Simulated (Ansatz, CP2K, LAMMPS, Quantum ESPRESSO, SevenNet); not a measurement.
# Amorphous 68HfO2-32La2O3 (mol %) (91 atoms): one relaxed cell, several methods

Aim: relax amorphous 68HfO2-32La2O3 (mol %) (91 atoms), then compare forces, pressure and levels from several programs at that geometry.

These are calculated values.

### Step 1. The cell

The cell holds 91 atoms (17 Hf, 16 La and 58 O), with edges of 11.34, 11.34 and 11.34 Å. Recipe: 91 atoms (17 Zr, 16 Nd, 58 O) placed at random at 5.45 g/cm³, melted at 5000 K for 10 ps at fixed volume with the Morse and Coulomb pair potential with partial charges (Pedone, Malavasi, Menziani, Cormack and Segre, J. Phys. Chem. B 110, 11780 (2006)). Quenched from 5000 K to 300 K at 50 K/ps and fixed volume, held 5 ps, then minimised at fixed cell. Then Zr was replaced by Hf, Nd was replaced by La (the potential has no terms for the new elements, so the cell is a start for a DFT relaxation). Then the atoms were relaxed with SevenNet l3i5 in the fixed cell. Then the atoms were relaxed with CP2K double zeta, PBE.

### Step 2. The relaxation

CP2K double zeta (DZVP-MOLOPT-SR, GTH-PBE potentials, 480 Ry; k-points Γ) took 20 geometry steps and reached its thresholds. It started from the geometry that SevenNet l3i5 had relaxed.

Elapsed: 41 min, on 4 MPI ranks of Intel Xeon Platinum 8375C at 2.90GHz (Ice Lake), shared host; peak memory 5.4 GiB.

```csv
,before,after
energy (meV/atom),0,-3.3
La-O bonds under 3.19 Å,102 at 2.527 Å,102 at 2.535 Å
Hf-O bonds under 2.88 Å,100 at 2.129 Å,100 at 2.122 Å
```

Atoms moved by 0.03 Å r.m.s. and 0.09 Å at most, with the common shift taken off.

### Step 3. Structure of the relaxed cell

Density 7.04 g/cm³, 16.03 Å³ an atom.

Pair distribution functions g(r), in bins of 0.2 Å:

```
r (Å)  total   O-O  O-Hf  O-La  Hf-Hf  Hf-La  La-La
 1.90   0.40  0.00  1.68  0.00   0.00   0.00   0.00
 2.10   2.28  0.00  9.57  0.00   0.00   0.00   0.00
 2.30   1.00  0.00  1.71  2.67   0.00   0.00   0.00
 2.50   1.31  0.26  0.09  5.25   0.00   0.00   0.00
 2.70   1.27  2.17  0.16  1.56   0.00   0.00   0.00
 2.90   0.97  2.10  0.07  0.44   0.00   0.00   0.00
 3.10   0.90  2.05  0.06  0.13   0.81   0.00   0.00
 3.30   0.81  1.20  0.27  0.35   2.88   1.15   0.00
 3.50   0.86  1.16  0.29  0.46   1.67   2.41   0.00
 3.70   1.10  1.10  0.68  0.50   1.77   3.41   2.98
 3.90   0.95  0.83  0.88  0.45   2.92   1.53   3.29
 4.10   1.13  0.89  1.29  0.66   2.40   2.40   2.44
 4.30   1.04  0.73  1.50  1.08   0.67   1.05   1.48
 4.50   1.04  0.71  1.60  1.33   0.00   0.64   1.13
 4.70   1.03  0.69  1.56  1.41   0.56   0.29   0.62
 4.90   1.09  0.93  1.52  1.16   1.00   0.53   0.56
 5.10   0.95  0.82  0.88  1.39   0.77   0.65   0.87
 5.30   0.93  0.98  0.89  1.11   0.43   0.45   0.96
 5.50   0.95  1.07  1.01  0.99   0.66   0.35   0.15
```

Bonds by pair of elements; cutoffs follow the first minimum of g(r), held within bounds set by covalent radii, and pairs that aren't listed don't count as bonded:

| pair A-B | cutoff (Å) | bonds | mean length (Å) | spread (Å) | shortest (Å) | B about A | A about B |
| --- | --- | --- | --- | --- | --- | --- | --- |
| O-Hf | 2.88 | 100 | 2.12 | 0.132 | 1.94 | 1.72 | 5.88 |
| O-La | 3.19 | 102 | 2.54 | 0.177 | 2.22 | 1.76 | 6.38 |

How many atoms have how many bonded neighbours:

| element | mean | 3 | 4 | 5 | 6 | 7 | 8 |
| --- | --- | --- | --- | --- | --- | --- | --- |
| Hf | 5.88 | 0 | 0 | 3 | 13 | 1 | 0 |
| La | 6.38 | 0 | 0 | 2 | 8 | 4 | 2 |
| O | 3.48 | 31 | 26 | 1 | 0 | 0 | 0 |

Bond angles, per cent of each kind in bins of 5°:

| angle (°) | O-La-O | O-Hf-O | Hf-O-La | La-O-La | Hf-O-Hf |
| --- | --- | --- | --- | --- | --- |
| 55–60 | 0.4 | 0.0 | 0.0 | 0.0 | 0.0 |
| 60–65 | 5.0 | 0.0 | 0.0 | 0.0 | 0.0 |
| 65–70 | 10.7 | 2.4 | 0.0 | 0.0 | 0.0 |
| 70–75 | 7.9 | 6.1 | 0.0 | 0.0 | 0.0 |
| 75–80 | 7.5 | 11.0 | 0.0 | 0.0 | 1.7 |
| 80–85 | 7.5 | 13.0 | 2.3 | 1.5 | 0.0 |
| 85–90 | 6.8 | 12.6 | 5.3 | 6.0 | 3.3 |
| 90–95 | 6.4 | 8.9 | 11.4 | 16.4 | 8.3 |
| 95–100 | 5.0 | 5.7 | 9.8 | 9.0 | 11.7 |
| 100–105 | 6.1 | 6.5 | 16.7 | 22.4 | 15.0 |
| 105–110 | 2.5 | 2.0 | 15.2 | 7.5 | 6.7 |
| 110–115 | 3.2 | 4.5 | 5.3 | 10.4 | 5.0 |
| 115–120 | 2.5 | 2.4 | 6.1 | 6.0 | 5.0 |
| 120–125 | 3.6 | 1.2 | 6.1 | 4.5 | 3.3 |
| 125–130 | 3.9 | 2.0 | 8.3 | 4.5 | 6.7 |
| 130–135 | 2.1 | 2.9 | 6.1 | 3.0 | 8.3 |
| 135–140 | 3.2 | 2.0 | 1.5 | 3.0 | 5.0 |
| 140–145 | 3.9 | 2.4 | 2.3 | 1.5 | 10.0 |
| 145–150 | 3.2 | 2.9 | 0.8 | 4.5 | 1.7 |
| 150–155 | 3.2 | 0.8 | 0.8 | 0.0 | 5.0 |
| 155–160 | 1.4 | 3.7 | 0.8 | 0.0 | 1.7 |
| 160–165 | 2.5 | 2.9 | 0.8 | 0.0 | 1.7 |
| 165–170 | 0.4 | 2.4 | 0.0 | 0.0 | 0.0 |
| 170–175 | 1.1 | 1.2 | 0.8 | 0.0 | 0.0 |
| 175–180 | 0.0 | 0.4 | 0.0 | 0.0 | 0.0 |

Bond angles (no mean is given where the spread exceeds 20°):

```csv
angle,count,mean (°),spread (°)
O-La-O,280,-,-
O-Hf-O,246,-,-
Hf-O-La,132,111,17.4
La-O-La,67,108,16
Hf-O-Hf,60,-,-
```

Bond length by coordination (bonds to H left out):

```
element  coordination  atoms  mean bond length (Å)
     Hf             5      3                  2.06
     Hf             6     13                  2.13
     Hf             7      1                  2.18
     La             5      2                  2.50
     La             6      8                  2.51
     La             7      4                  2.55
     La             8      2                  2.60
      O             3     31                  2.25
      O             4     26                  2.39
      O             5      1                  2.59
```

For some of the pairs, g(r) has its first main peak near 2.1 Å (O-Hf), 2.5 Å (O-La), 3.7 Å (Hf-La) and 3.9 Å (La-La). With the cutoffs above, 76 % of Hf atoms have 6, 50 % of La atoms have 6 and 53 % of O atoms have 3 bonded neighbours.

### Step 4. The plane-wave reference

Quantum ESPRESSO 7.5: Kohn-Sham DFT, PBE, SSSP efficiency 1.3.0 pseudopotentials, plane waves. Its input for the relaxed cell:

```
&control
  calculation = 'scf'
  pseudo_dir = './pseudo'
  outdir = './tmp'
  disk_io = 'none'
  tprnfor = .true.
  tstress = .true.
/
&system
  ibrav = 0
  nat = 91
  ntyp = 3
  ecutwfc = 60
  ecutrho = 480
  nosym = .true.
  occupations = 'smearing'
  smearing = 'fd'
  degauss = 0.003675
/
&electrons
  conv_thr = 4.5e-07
  electron_maxstep = 100
  mixing_beta = 0.4
  mixing_mode = 'plain'
  diagonalization = 'david'
/
ATOMIC_SPECIES
Hf 178.490 Hf.upf
La 138.905 La.upf
O 15.999 O.upf
CELL_PARAMETERS angstrom
11.34020 0.00000 0.00000
0.00000 11.34020 0.00000
0.00000 0.00000 11.34020
ATOMIC_POSITIONS crystal
Hf 0.52343 0.37407 0.06386
Hf 0.42895 0.84617 0.40169
Hf 0.74251 0.87512 0.71771
[... 86 atom lines left out ...]
O 0.23967 0.24705 0.90557
O 0.05085 0.47435 0.32066
K_POINTS gamma
```

Wall time 9.1 min (4 MPI ranks of Intel Xeon Platinum 8375C at 2.90GHz (Ice Lake), shared host); peak memory 9.7 GiB; 36 min of CPU time.

### Step 5. All levels at this geometry

CPU times are from a shared host and are rough.

```
        level                   basis or training data  k-points  own r.m.s. force (meV/Å)  difference from the reference (meV/Å)  pressure (GPa)  Kohn-Sham gap (eV)  CPU time  memory (GiB)
      QE, PBE  plane waves, SSSP efficiency, 60/480 Ry         Γ                       147                                      -           -2.41                3.48    36 min           9.7
SevenNet l3i5       trained on PBE(+U) plane-wave data         -                       168                                     59           -2.87                   -      10 s           1.4
```

The gap is the spacing of the highest filled and lowest empty Kohn-Sham level on the mesh; a dash marks partly filled levels, a spacing under 0.15 eV or a method without such levels.

### Step 6. Findings

Relaxation in the fixed cell lowers the energy by 3 meV/atom at its own level and moves atoms by up to 0.09 Å. The reference finds an r.m.s. force of 147 meV/Å there and a pressure of -2.41 GPa, at a geometry that CP2K double zeta made. Forces differ from the reference's by 59 meV/Å (SevenNet l3i5).

CP2K double zeta is at its own minimum here, so the reference's force is itself a measure of how the two differ. Pressures lie -0.5 GPa (SevenNet l3i5) from the reference's. The highest filled and lowest empty levels lie 3.48 eV apart in the reference. With the cutoffs above, 76 % of Hf atoms have 6, 50 % of La atoms have 6 and 53 % of O atoms have 3 bonded neighbours.

Caveats: The density was set by the recipe and held. One sample of a disordered cell; defect or tail levels can set the gap. Gaps are read on the mesh, which holds the band edges only if they fold onto it, and semilocal functionals tend to put them under measured ones. The quench rate of 50 K/ps is many orders above laboratory rates, so the cell is likely richer in defects and strain than a real sample. The reference samples only Γ, in a cell whose shortest periodic width is 11 Å. Spin–orbit coupling is left out, which matters for the levels of the heavy elements. The plane-wave runs aren't exact: their cutoffs and mesh weren't converged further here. Where levels are smeared, the DFT runs use Fermi–Dirac occupations at 580 K (0.05 eV), and energies are free energies.

[Logs are printed without paths, hosts, clocks, repeated set-up lines and the standing remarks that a program may print on its own settings, such as how far it seeks lower states.]

[Hosts, paths, dates, database ids (printed as entryN), source tags and the programs' standing remarks are cut or masked in the printed files.]
